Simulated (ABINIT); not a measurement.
## CdS (Hawleyite): a self-consistent loop beyond G0W0, cycle by cycle

Wanted: G0W0 and self-consistent gaps of CdS (Hawleyite), with the cost of the cycles.

Method: PBE and many-body steps on it, plane waves, in ABINIT 10.8.3.

**What was measured.**

- Gap 2.42 eV: optical gap from inflexion point of photoacoustic spectrum, as-grown film; photoacoustic spectroscopy; film (as-grown chemical bath deposited film, about 0.25 um thick, deposited at 80 C) (“Study of the band--gap shift in CdS films: Influence of thermal annealing in different atmospheres”, 1995, arxiv:cond-mat/9501125).

Report form: the programs' logs are mostly left out.

## 1. The starting structure

It takes space group F-43m (No. 216, cubic). Conventional cell: a = 5.916 Å, b = 5.916 Å, c = 5.916 Å, α = 90.00°, β = 90.00°, γ = 90.00°. Cd has 4 S at 2.56 Å nearest. Nearest to S lie 4 Cd at 2.56 Å. Farther neighbours and most contacts between anions are not listed.

 The runs that relaxed it are not among those shown.

## 2. Empty states on the mesh, 4×4×4 mesh, 162 bands

This step: ABINIT 10.8.3; DFT, PBE, plane waves, norm-conserving pseudopotentials.

The sums over transitions need many empty states on a uniform mesh; this step solves for them.

Contents of run.abi:

```
acell 3*1.0 Angstrom
rprim 
  0.000000000000 2.958200000000 2.958200000000
  2.958200000000 0.000000000000 2.958200000000
  2.958200000000 2.958200000000 -0.000000000000
ntypat 2
znucl 48 16
natom 2
typat 1 2
xred 
  0.000000000000 0.000000000000 0.000000000000
  0.250000000000 0.250000000000 0.250000000000
pp_dirpath "pseudos"
pseudos "Cd.upf, S.upf"
ecut 47
ngkpt 4 4 4
nshiftk 1
shiftk 0 0 0
kptopt 1
chksymbreak 0
iscf -2
irdden 1
istwfk *1
nband 162
nbdbuf 14
tolwfr 1e-09
nstep 60
prtvol 0
indata_prefix "in"
outdata_prefix "out"
tmpdata_prefix "tmp"
```

Run with:

```bash
$ OMP_NUM_THREADS=1 mpirun -n 4 abinit run.abi > log
```

Elapsed: 77 s, on 4 MPI ranks of Arm Neoverse V1, shared host; peak memory 0.42 GiB; 5.1 min of CPU time.

This step gave:

```
gap                                                           : 1.051 eV
k of the valence top                                          : 0, 0, 0
k of the conduction bottom                                    : 0, 0, 0
least direct gap                                              : 1.051 eV
k points computed                                             : 8
lowest point of the top converged band, above the valence top : 100.8968 eV
```

On this mesh the gap is 1.051 eV.

The density comes from a self-consistent run that is not shown.

## 3. Screening, 4×4×4 mesh, 148 bands, screening to 163.3 eV

The RPA dielectric matrix is built and inverted for each q.

This step: RPA screening on PBE, plane waves, norm-conserving pseudopotentials.

Edit run.abi of step 2 so:

```diff
@@ -20,10 +20,11 @@
 chksymbreak 0
-iscf -2
-irdden 1
 istwfk *1
-nband 162
-nbdbuf 14
-tolwfr 1e-09
-nstep 60
-prtvol 0
+occopt 1
+irdwfk 1
+optdriver 3
+nband 148
+ecuteps 6
+inclvkb 2
+awtr 1
+symchi 1
 indata_prefix "in"
```

The job ended after 78 s (4 MPI ranks; peak memory 1.6 GiB; 5.2 min of CPU time).

Numbers from this step:

```yaml
eps_infinity_with_local_fields_on_this_mesh_along_the_program_s_q_direction: 12.13
the_same_without_local_fields: 12.86
plasma_frequency: 26.31 eV
plane_waves_in_the_screening_matrix: 259
```

Local fields lower ε∞ by 6 %. On a Γ-centred mesh this coarse the value itself is usually too large, while a short band sum pulls it down.

## 4. G0W0

The self-energy is evaluated for the states that the input lists, and the levels follow from it, in one-shot runs by the linearised quasiparticle equation.

This step: G0W0 on PBE, plane waves, norm-conserving pseudopotentials.

Edit run.abi of step 3 so:

```diff
@@ -23,8 +23,15 @@
 irdwfk 1
-optdriver 3
+optdriver 4
 nband 148
+gwcalctyp 0
+ecutsigx 47
+symsigma 1
+nkptgw 1
+kptgw 
+  0.0000000000 0.0000000000 0.0000000000
+bdgw 
+  11 17
 ecuteps 6
-inclvkb 2
-awtr 1
-symchi 1
+irdscr 1
+ppmodel 1
 indata_prefix "in"
```

It took 11 s on 4 MPI ranks; peak memory 1.3 GiB; 42 s of CPU time.

This step gave:

| Item | Value |
| --- | --- |
| G0W0 gap on the points computed | 1.981 eV |
| starting gap on the mesh | 1.051 eV |
| k of the valence top | 0, 0, 0 |
| k of the conduction bottom | 0, 0, 0 |
| Z at the valence top | 0.777 |
| Z at the conduction bottom | 0.809 |
| least direct G0W0 gap on the computed points | 1.981 eV |

The gap on the mesh goes from 1.05 eV to 1.98 eV, a correction of +0.93 eV.

## 5. evGW0, cycle 1

This step: evGW0 on PBE, plane waves, norm-conserving pseudopotentials.

Edit run.abi of step 4 so:

```diff
@@ -25,10 +25,24 @@
 nband 148
-gwcalctyp 0
+gwcalctyp 10
 ecutsigx 47
 symsigma 1
-nkptgw 1
+nkptgw 8
 kptgw 
   0.0000000000 0.0000000000 0.0000000000
+  0.2500000000 0.0000000000 0.0000000000
+  0.5000000000 0.0000000000 0.0000000000
+  0.2500000000 0.2500000000 0.0000000000
+  0.5000000000 0.2500000000 0.0000000000
+  -0.2500000000 0.2500000000 0.0000000000
+  0.5000000000 0.5000000000 0.0000000000
+  -0.2500000000 0.5000000000 0.2500000000
 bdgw 
-  11 17
+  6 23
+  6 23
+  6 23
+  6 23
+  6 23
+  6 23
+  6 23
+  6 23
 ecuteps 6
```

Elapsed: 6.6 min, on 4 MPI ranks; peak memory 2.1 GiB; 26 min of CPU time.

Numbers from this step:

- quasiparticle gap on the mesh: 2.240 eV
- gap of the density functional on the mesh: 1.051 eV
- k of the valence top: 0, 0, 0
- k of the conduction bottom: 0, 0, 0
- Z at the valence top: 0.777
- Z at the conduction bottom: 0.809
- least direct quasiparticle gap on the computed points: 2.240 eV

Against G0W0 in ABINIT (4×4×4 mesh, 148 bands, screening to 163.3 eV, Godby-Needs plasmon pole), the gap moves by +0.259 eV. This first cycle still uses the starting levels; it takes the full correction, at all points of the mesh, and its linearised value is 1.981 eV.

## 6. evGW0, cycle 2

The corrected levels of the last cycle go back in.

Edit run.abi of step 5 so:

```diff
@@ -50,2 +50,3 @@
 ppmodel 1
+irdqps 1
 indata_prefix "in"
```

Run time: 6.6 min. Hardware: 4 MPI ranks; peak memory 2.1 GiB; 26 min of CPU time.

Numbers from this step:

| Property | Result |
| --- | --- |
| quasiparticle gap on the mesh | 2.126 eV |
| gap of the density functional on the mesh | 1.051 eV |
| k of the valence top | 0, 0, 0 |
| k of the conduction bottom | 0, 0, 0 |
| least direct quasiparticle gap on the computed points | 2.126 eV |

Against the cycle before, the gap moves by −0.114 eV.

## 7. evGW0, cycle 3

run.abi is that of step 6.

It took 6.6 min on 4 MPI ranks; peak memory 2.1 GiB; 26 min of CPU time.

This step gave:

| Item | Value |
| --- | --- |
| quasiparticle gap on the mesh | 2.136 eV |
| gap of the density functional on the mesh | 1.051 eV |
| k of the valence top | 0, 0, 0 |
| k of the conduction bottom | 0, 0, 0 |
| least direct quasiparticle gap on the computed points | 2.136 eV |

Against the cycle before, the gap moves by +0.010 eV.

## 8. Screening, 4×4×4 mesh, 148 bands, screening to 163.3 eV

This step: RPA screening on PBE, plane waves, norm-conserving pseudopotentials.

Contents of run.abi:

```
acell 3*1.0 Angstrom
rprim 
  0.000000000000 2.958200000000 2.958200000000
  2.958200000000 0.000000000000 2.958200000000
  2.958200000000 2.958200000000 -0.000000000000
ntypat 2
znucl 48 16
natom 2
typat 1 2
xred 
  0.000000000000 0.000000000000 0.000000000000
  0.250000000000 0.250000000000 0.250000000000
pp_dirpath "pseudos"
pseudos "Cd.upf, S.upf"
ecut 47
ngkpt 4 4 4
nshiftk 1
shiftk 0 0 0
kptopt 1
chksymbreak 0
istwfk *1
occopt 1
irdwfk 1
optdriver 3
nband 148
ecuteps 6
inclvkb 2
awtr 1
symchi 1
gwcalctyp 10
mbpt_sciss 1.255 eV
nqptdm 1
qptdm 
  0 0 0
indata_prefix "in"
outdata_prefix "out"
tmpdata_prefix "tmp"
```

Wall time 12 s (4 MPI ranks); peak memory 1.6 GiB; 49 s of CPU time.

Numbers from this step:

| Quantity | Value |
| --- | --- |
| ε∞ with local fields, on this mesh, along the program's q direction | 7.834 |
| the same without local fields | 8.370 |
| plasma frequency | 26.31 eV |
| plane waves in the screening matrix | 259 |

This screening uses the functional's bands under a rigid shift, the mean opening of the cycle before.

## 9. Screening, 4×4×4 mesh, 148 bands, screening to 163.3 eV

This step: RPA screening on PBE from quasiparticle energies, plane waves, norm-conserving pseudopotentials.

Edit run.abi of step 8 so:

```diff
@@ -29,7 +29,13 @@
 symchi 1
+irdqps 1
 gwcalctyp 10
-mbpt_sciss 1.255 eV
-nqptdm 1
+nqptdm 7
 qptdm 
-  0 0 0
+  0.2500000000 0.0000000000 0.0000000000
+  0.5000000000 0.0000000000 0.0000000000
+  0.2500000000 0.2500000000 0.0000000000
+  0.5000000000 0.2500000000 0.0000000000
+  -0.2500000000 0.2500000000 0.0000000000
+  0.5000000000 0.5000000000 0.0000000000
+  -0.2500000000 0.5000000000 0.2500000000
 indata_prefix "in"
```

Contents of mrgscr.stdin:

```
2
merged
q0_SCR
out_SCR
1
```

Run with:

```bash
$ OMP_NUM_THREADS=1 mpirun -n 4 abinit run.abi > log; mrgscr < mrgscr.stdin
```

Wall time 67 s (4 MPI ranks); peak memory 1.5 GiB.

Numbers from this step:

```
plasma frequency                    : 26.31 eV
plane waves in the screening matrix : 259
```

This screening reads the quasiparticle levels of the cycle before.

## 10. evGW, cycle 1

This step: evGW on PBE, plane waves, norm-conserving pseudopotentials.

Edit run.abi of step 9 so:

```diff
@@ -23,12 +23,10 @@
 irdwfk 1
-optdriver 3
+optdriver 4
 nband 148
-ecuteps 6
-inclvkb 2
-awtr 1
-symchi 1
-irdqps 1
 gwcalctyp 10
-nqptdm 7
-qptdm 
+ecutsigx 47
+symsigma 1
+nkptgw 8
+kptgw 
+  0.0000000000 0.0000000000 0.0000000000
   0.2500000000 0.0000000000 0.0000000000
@@ -40,2 +38,15 @@
   -0.2500000000 0.5000000000 0.2500000000
+bdgw 
+  6 23
+  6 23
+  6 23
+  6 23
+  6 23
+  6 23
+  6 23
+  6 23
+ecuteps 6
+irdscr 1
+ppmodel 1
+irdqps 1
 indata_prefix "in"
```

Run with:

```bash
$ OMP_NUM_THREADS=1 mpirun -n 4 abinit run.abi > log
```

Run time: 6.6 min. Hardware: 4 MPI ranks; peak memory 2.1 GiB.

This step gave:

* quasiparticle gap on the mesh: 2.398 eV
* gap of the density functional on the mesh: 1.051 eV
* k of the valence top: 0, 0, 0
* k of the conduction bottom: 0, 0, 0
* least direct quasiparticle gap on the computed points: 2.398 eV

Against G0W0 in ABINIT (4×4×4 mesh, 148 bands, screening to 163.3 eV, Godby-Needs plasmon pole), the gap moves by +0.417 eV.

## 11. Screening, 4×4×4 mesh, 148 bands, screening to 163.3 eV

This step: RPA screening on PBE, plane waves, norm-conserving pseudopotentials.

Contents of run.abi:

```
acell 3*1.0 Angstrom
rprim 
  0.000000000000 2.958200000000 2.958200000000
  2.958200000000 0.000000000000 2.958200000000
  2.958200000000 2.958200000000 -0.000000000000
ntypat 2
znucl 48 16
natom 2
typat 1 2
xred 
  0.000000000000 0.000000000000 0.000000000000
  0.250000000000 0.250000000000 0.250000000000
pp_dirpath "pseudos"
pseudos "Cd.upf, S.upf"
ecut 47
ngkpt 4 4 4
nshiftk 1
shiftk 0 0 0
kptopt 1
chksymbreak 0
istwfk *1
occopt 1
irdwfk 1
optdriver 3
nband 148
ecuteps 6
inclvkb 2
awtr 1
symchi 1
gwcalctyp 10
mbpt_sciss 1.552 eV
nqptdm 1
qptdm 
  0 0 0
indata_prefix "in"
outdata_prefix "out"
tmpdata_prefix "tmp"
```

Elapsed: 13 s, on 4 MPI ranks; peak memory 1.6 GiB.

This step gave:

```yaml
eps_infinity_with_local_fields_on_this_mesh_along_the_program_s_q_direction: 7.345
the_same_without_local_fields: 7.852
plasma_frequency: 26.31 eV
plane_waves_in_the_screening_matrix: 259
```

This screening uses the functional's bands under a rigid shift, the mean opening of the cycle before.

## 12. Screening, 4×4×4 mesh, 148 bands, screening to 163.3 eV

This step: RPA screening on PBE from quasiparticle energies, plane waves, norm-conserving pseudopotentials.

Edit run.abi of step 11 so:

```diff
@@ -29,7 +29,13 @@
 symchi 1
+irdqps 1
 gwcalctyp 10
-mbpt_sciss 1.552 eV
-nqptdm 1
+nqptdm 7
 qptdm 
-  0 0 0
+  0.2500000000 0.0000000000 0.0000000000
+  0.5000000000 0.0000000000 0.0000000000
+  0.2500000000 0.2500000000 0.0000000000
+  0.5000000000 0.2500000000 0.0000000000
+  -0.2500000000 0.2500000000 0.0000000000
+  0.5000000000 0.5000000000 0.0000000000
+  -0.2500000000 0.5000000000 0.2500000000
 indata_prefix "in"
```

mrgscr.stdin is that of step 9.

Run with:

```bash
$ OMP_NUM_THREADS=1 mpirun -n 4 abinit run.abi > log; mrgscr < mrgscr.stdin
```

Elapsed: 68 s, on 4 MPI ranks; peak memory 1.5 GiB; 4.5 min of CPU time.

This step gave:

| Quantity | Value |
| --- | --- |
| plasma frequency | 26.31 eV |
| plane waves in the screening matrix | 259 |

This screening reads the quasiparticle levels of the cycle before.

## 13. evGW, cycle 2

This step: evGW on PBE, plane waves, norm-conserving pseudopotentials.

Edit run.abi of step 12 so:

```diff
@@ -23,12 +23,10 @@
 irdwfk 1
-optdriver 3
+optdriver 4
 nband 148
-ecuteps 6
-inclvkb 2
-awtr 1
-symchi 1
-irdqps 1
 gwcalctyp 10
-nqptdm 7
-qptdm 
+ecutsigx 47
+symsigma 1
+nkptgw 8
+kptgw 
+  0.0000000000 0.0000000000 0.0000000000
   0.2500000000 0.0000000000 0.0000000000
@@ -40,2 +38,15 @@
   -0.2500000000 0.5000000000 0.2500000000
+bdgw 
+  6 23
+  6 23
+  6 23
+  6 23
+  6 23
+  6 23
+  6 23
+  6 23
+ecuteps 6
+irdscr 1
+ppmodel 1
+irdqps 1
 indata_prefix "in"
```

Run with:

```bash
$ OMP_NUM_THREADS=1 mpirun -n 4 abinit run.abi > log
```

Wall time 6.6 min (4 MPI ranks); peak memory 2.1 GiB.

Numbers from this step:

```
quasiparticle gap on the mesh                         : 2.43 eV
gap of the density functional on the mesh             : 1.051 eV
k of the valence top                                  : 0, 0, 0
k of the conduction bottom                            : 0, 0, 0
least direct quasiparticle gap on the computed points : 2.43 eV
```

Against the cycle before, the gap moves by +0.032 eV.

## 14. Screening, 4×4×4 mesh, 148 bands, screening to 163.3 eV

This step: RPA screening on PBE, plane waves, norm-conserving pseudopotentials.

Contents of run.abi:

```
acell 3*1.0 Angstrom
rprim 
  0.000000000000 2.958200000000 2.958200000000
  2.958200000000 0.000000000000 2.958200000000
  2.958200000000 2.958200000000 -0.000000000000
ntypat 2
znucl 48 16
natom 2
typat 1 2
xred 
  0.000000000000 0.000000000000 0.000000000000
  0.250000000000 0.250000000000 0.250000000000
pp_dirpath "pseudos"
pseudos "Cd.upf, S.upf"
ecut 47
ngkpt 4 4 4
nshiftk 1
shiftk 0 0 0
kptopt 1
chksymbreak 0
istwfk *1
occopt 1
irdwfk 1
optdriver 3
nband 148
ecuteps 6
inclvkb 2
awtr 1
symchi 1
gwcalctyp 10
mbpt_sciss 1.591 eV
nqptdm 1
qptdm 
  0 0 0
indata_prefix "in"
outdata_prefix "out"
tmpdata_prefix "tmp"
```

Wall time 12 s (4 MPI ranks); peak memory 1.6 GiB.

This step gave:

| Quantity | Value |
| --- | --- |
| ε∞ with local fields, on this mesh, along the program's q direction | 7.287 |
| the same without local fields | 7.791 |
| plasma frequency | 26.31 eV |
| plane waves in the screening matrix | 259 |

This screening uses the functional's bands under a rigid shift, the mean opening of the cycle before.

## 15. Screening, 4×4×4 mesh, 148 bands, screening to 163.3 eV

This step: RPA screening on PBE from quasiparticle energies, plane waves, norm-conserving pseudopotentials.

Edit run.abi of step 14 so:

```diff
@@ -29,7 +29,13 @@
 symchi 1
+irdqps 1
 gwcalctyp 10
-mbpt_sciss 1.591 eV
-nqptdm 1
+nqptdm 7
 qptdm 
-  0 0 0
+  0.2500000000 0.0000000000 0.0000000000
+  0.5000000000 0.0000000000 0.0000000000
+  0.2500000000 0.2500000000 0.0000000000
+  0.5000000000 0.2500000000 0.0000000000
+  -0.2500000000 0.2500000000 0.0000000000
+  0.5000000000 0.5000000000 0.0000000000
+  -0.2500000000 0.5000000000 0.2500000000
 indata_prefix "in"
```

mrgscr.stdin is that of step 12.

Run with:

```bash
$ OMP_NUM_THREADS=1 mpirun -n 4 abinit run.abi > log; mrgscr < mrgscr.stdin
```

Elapsed: 68 s, on 4 MPI ranks; peak memory 1.5 GiB.

This step gave:

| Item | Value |
| --- | --- |
| plasma frequency | 26.31 eV |
| plane waves in the screening matrix | 259 |

This screening reads the quasiparticle levels of the cycle before.

## 16. evGW, cycle 3

This step: evGW on PBE, plane waves, norm-conserving pseudopotentials.

Edit run.abi of step 15 so:

```diff
@@ -23,12 +23,10 @@
 irdwfk 1
-optdriver 3
+optdriver 4
 nband 148
-ecuteps 6
-inclvkb 2
-awtr 1
-symchi 1
-irdqps 1
 gwcalctyp 10
-nqptdm 7
-qptdm 
+ecutsigx 47
+symsigma 1
+nkptgw 8
+kptgw 
+  0.0000000000 0.0000000000 0.0000000000
   0.2500000000 0.0000000000 0.0000000000
@@ -40,2 +38,15 @@
   -0.2500000000 0.5000000000 0.2500000000
+bdgw 
+  6 23
+  6 23
+  6 23
+  6 23
+  6 23
+  6 23
+  6 23
+  6 23
+ecuteps 6
+irdscr 1
+ppmodel 1
+irdqps 1
 indata_prefix "in"
```

Run with:

```bash
$ OMP_NUM_THREADS=1 mpirun -n 4 abinit run.abi > log
```

Wall time 6.6 min (4 MPI ranks); peak memory 2.1 GiB; 26 min of CPU time.

This step gave:

```yaml
quasiparticle_gap_on_the_mesh: 2.436 eV
gap_of_the_density_functional_on_the_mesh: 1.051 eV
k_of_the_valence_top: 0, 0, 0
k_of_the_conduction_bottom: 0, 0, 0
least_direct_quasiparticle_gap_on_the_computed_points: 2.436 eV
```

Against the cycle before, the gap moves by +0.006 eV.

## 17. The runs together

Times are wall times on 4 MPI ranks of Arm Neoverse V1, shared host, good to a factor of about two. A run's time includes the screening step that it read.

| run | mesh | bands | screening cutoff (eV) | DFT gap (eV) | gap on the mesh (eV) | direct (eV) | ε∞ used | time |
| --- | --- | --- | --- | --- | --- | --- | --- | --- |
| G0W0 | 4×4×4 | 148 | 163.3 | 1.051 | 1.981 | 1.981 | 12.13 | 89 s |
| evGW0, cycle 1 | 4×4×4 | 148 | 163.3 | 1.051 | 2.240 | 2.240 | 12.13 | 7.9 min |
| evGW0, cycle 2 | 4×4×4 | 148 | 163.3 | 1.051 | 2.126 | 2.126 | 12.13 | 7.9 min |
| evGW0, cycle 3 | 4×4×4 | 148 | 163.3 | 1.051 | 2.136 | 2.136 | 12.13 | 7.9 min |
| evGW, cycle 1 | 4×4×4 | 148 | 163.3 | 1.051 | 2.398 | 2.398 | 7.83 | 7.9 min |
| evGW, cycle 2 | 4×4×4 | 148 | 163.3 | 1.051 | 2.430 | 2.430 | 7.34 | 7.9 min |
| evGW, cycle 3 | 4×4×4 | 148 | 163.3 | 1.051 | 2.436 | 2.436 | 7.29 | 7.9 min |

## 18. Summary of results

- G0W0: 1.981 eV
- evGW0, cycle 1: 2.240 eV
- evGW0, cycle 2: 2.126 eV
- evGW0, cycle 3: 2.136 eV
- evGW, cycle 1: 2.398 eV
- evGW, cycle 2: 2.430 eV
- evGW, cycle 3: 2.436 eV
- known limits: not at the basis limit; no spin-orbit coupling; coarse k mesh

In words: Only the bands that the input lists are updated; the others, empty or deep, keep the functional's energies or take a rigid shift. The evGW loop starts from the last levels of evGW0, so its cycles and time come on top of those. evGW0 ends at 2.14 eV, +0.16 eV from G0W0, after 3 cycles that took 20 min beside the first screening; the last moved the gap by 0.010 eV. evGW ends at 2.44 eV, +0.46 eV from G0W0, after 3 cycles that took 24 min beside the first screening; the last moved the gap by 0.006 eV. The first cycle of evGW0 takes the full correction, without the factor Z, so it overshoots the one-shot value. Against experiment, by evGW, cycle 3: the gap of 2.44 eV lies +0.02 eV from the measured 2.42 eV (optical, 1995). An exciton line or allowed optical edge lies below the quasiparticle gap by the binding energy; a forbidden edge can push the onset above it. These are gaps on the mesh, at modest bands and cutoff. The calculation has static nuclei and no excitons; a measured gap holds zero-point and thermal motion, which mostly lowers it. Bands and cutoff are finite, so the gap is not at the basis limit. The miss can reach some tenths of an eV and take either sign; the mesh is an error of its own. The 4×4×4 mesh is coarse for this cell, which bears on the long-range parts of exchange and screening. In the updated screening the q = 0 part is built from Kohn-Sham bands under a rigid shift, the other q from the quasiparticle levels. The many-body steps are scalar-relativistic: spin-orbit coupling is not in them.

[Paths, hosts, dates, memory and timing lines, banners, echoed tables and standing remarks are left out of the program output.]

[Logs are printed without paths, hosts, clocks, repeated set-up lines and the standing remarks that a program may print on its own settings, such as how far it seeks lower states.]

[Runs of the session that timed out or met a known fault of the program may be left out.]

[Hosts, paths, dates, database ids (printed as entryN), source tags and the programs' standing remarks are cut or masked in the printed files.]

[G0W0 gaps are taken among the corrected bands and points alone; a level outside them can change the order at an edge.]

[Where Ansatz stands beside ABINIT at settings called matched, ABINIT's density can come from a denser mesh and the files from another edition; pairs whose starting gaps differed by over 0.03 eV were left out, so agreement reads better than it is.]
